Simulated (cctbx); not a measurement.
## Finding the light atoms

Cell a = 8.0350 Å, b = 16.1570 Å, c = 11.4200 Å, α = 90.00°, β = 90.00°, γ = 90.00°; space group Imma (no. 74); content Br32 Sc8 Li16. The heavier atoms are placed; Li is still missing.

The data are simulated with cctbx, not measured: Mo Kα, λ = 0.71073 Å, to d = 0.77 Å, 50 % of the full sphere, strongest reflection 20000 counts, noise from counting, a 6 % proportional error and a noise floor of 2 counts (s.d.); no absorption.

Refinement without Li (map in e/Å³):

```text
Rint 0.047, 921 unique reflections to 0.77 A
cycle     R1     wR2    GooF  max shift (A)
   1  0.1908  0.4621   7.699   0.04584
   2  0.0437  0.1184   1.972   0.00001
final R1 0.0437 wR2 0.1184 GooF 1.972  parameters 14  data/parameter 65.8
atom        x        y        z      Ueq    occ   su(xyz)  su(Uiso or U11)
Br1    0.22730  0.87720  0.99292   0.0033  1.000  0.00009  0.0002
Br2    0.00000  0.25000  0.75706   0.0032  1.000  0.00009  0.0003
Br3    0.00000  0.98473  0.75811   0.0028  1.000  0.00006  0.0003
Br4    0.00000  0.25000  0.24132   0.0037  1.000  0.00009  0.0003
Sc1    0.00000  0.11291  0.62351   0.0038  1.000  0.00013  0.0004
difference map: max 8.23 min -1.15 rms 0.36
Q1    0.2500  0.1357  0.2500    8    8.29  2.73 A from Br4
Q2    0.0000  0.0000  0.0000    4    7.92  2.70 A from Br1
Q3    0.0000  0.2500  0.0092    4    7.37  2.65 A from Br4
Q4    0.0000  0.2500  0.2414    4    1.68  0.00 A from Br4
Q5    0.2383  0.1266  0.0059   16    1.14  0.11 A from Br1
Q6    0.0000  0.0161  0.2342    8    0.87  0.09 A from Br3
Q7    0.1700  0.1286  0.3402   16    0.87  1.93 A from Br1
Q8    0.0000  0.2500  0.1556    4    0.83  0.98 A from Br4
```

Simulated single-crystal data (cctbx): neutrons of λ = 0.95 Å, to d = 0.8 Å, 50 % of the full sphere, strongest reflection 5000 counts, noise from counting, a 6 % proportional error and a noise floor of 2 counts (s.d.); no absorption.

Refinement without Li (map in fm/Å³; only maxima are listed):

```text
Rint 0.055, 832 unique reflections to 0.80 A
cycle     R1     wR2    GooF  max shift (A)
   1  0.2253  0.5071   8.390   0.05482
   2  0.1367  0.3274   5.416   0.00012
final R1 0.1367 wR2 0.3274 GooF 5.416  parameters 14  data/parameter 59.4
atom        x        y        z      Ueq    occ   su(xyz)  su(Uiso or U11)
Br1    0.22616  0.87758  0.99227   0.0054  1.000  0.00033  0.0008
Br2    0.00000  0.25000  0.75645   0.0033  1.000  0.00039  0.0011
Br3    0.00000  0.98437  0.75884   0.0053  1.000  0.00030  0.0009
Br4    0.00000  0.25000  0.24010   0.0077  1.000  0.00043  0.0012
Sc1    0.00000  0.11283  0.62338   0.0025  1.000  0.00016  0.0008
difference map: max 6.04 min -13.36 rms 0.62
Q1    0.0000  0.2500  0.2464    4    6.35  0.07 A from Br4
Q2    0.0000  0.0140  0.2446    8    5.58  0.05 A from Br3
Q3    0.2339  0.1246  0.0042   16    5.26  0.08 A from Br1
Q4    0.0000  0.1153  0.6266    8    4.42  0.05 A from Sc1
Q5    0.0000  0.2500  0.7679    4    3.46  0.13 A from Br2
Q6    0.0000  0.2500  0.0773    4    1.70  1.86 A from Br4
Q7    0.0478  0.0410  0.9930   16    1.67  1.95 A from Br1
Q8    0.1859  0.1011  0.2466   16    1.59  2.03 A from Br3
```

**Question.** Where is Li, and which data fix it better?

Li sits at (1/4, 0.8641, 3/4), (0, 3/4, 0.9916) and (0, 1/2, 0). Adding it takes R1 from 0.044 to 0.021 with X-rays and from 0.137 to 0.023 with neutrons. Its largest coordinate s.u. is 0.00079 with X-rays and 0.00027 with neutrons, so neutrons fix it better in these data. In the X-ray map Q1, Q2 and Q3 mark it. No listed neutron peak is on it. Natural Li has a negative scattering length, so it shows as a hole in the neutron map (minimum -13.4), not among the maxima.

Final neutron refinement:

```text
Rint 0.055, 832 unique reflections to 0.80 A
cycle     R1     wR2    GooF  max shift (A)
   1  0.1581  0.3659   6.073   0.04589
   2  0.0228  0.0573   0.950   0.00003
final R1 0.0228 wR2 0.0573 GooF 0.950  parameters 19  data/parameter 43.8
atom        x        y        z      Ueq    occ   su(xyz)  su(Uiso or U11)
Br1    0.22740  0.87724  0.99292   0.0038  1.000  0.00006  0.0001
Br2    0.00000  0.25000  0.75690   0.0036  1.000  0.00007  0.0002
Br3    0.00000  0.98474  0.75818   0.0032  1.000  0.00005  0.0002
Br4    0.00000  0.25000  0.24136   0.0038  1.000  0.00007  0.0002
Sc1    0.00000  0.11290  0.62344   0.0043  1.000  0.00003  0.0001
Li1    0.25000  0.86419  0.75000   0.0054  1.000  0.00014  0.0004
Li2    0.00000  0.75000  0.99149   0.0075  1.000  0.00027  0.0006
Li3    0.00000  0.50000  0.00000   0.0060  1.000  0.00000  0.0006
difference map: max 0.50 min -0.41 rms 0.09
Q1    0.0000  0.0459  0.7023    8    0.50  1.18 A from Br3
Q2    0.0000  0.1275  0.0330    8    0.43  1.85 A from Br1
Q3    0.1865  0.2500  0.3942    8    0.43  2.30 A from Br4
Q4    0.0000  0.1146  0.9350    8    0.35  1.99 A from Li3
Q5    0.0000  0.1908  0.6878    8    0.32  1.24 A from Br2
Q6    0.0000  0.1639  0.6144    8    0.32  0.83 A from Sc1
```

This is a model crystal, built by substitution and not relaxed, with assumed displacement parameters.

[Middle refinement cycles are left out of these outputs.]

[Logs are printed without paths, hosts, clocks, repeated set-up lines and the standing remarks that a program may print on its own settings, such as how far it seeks lower states.]
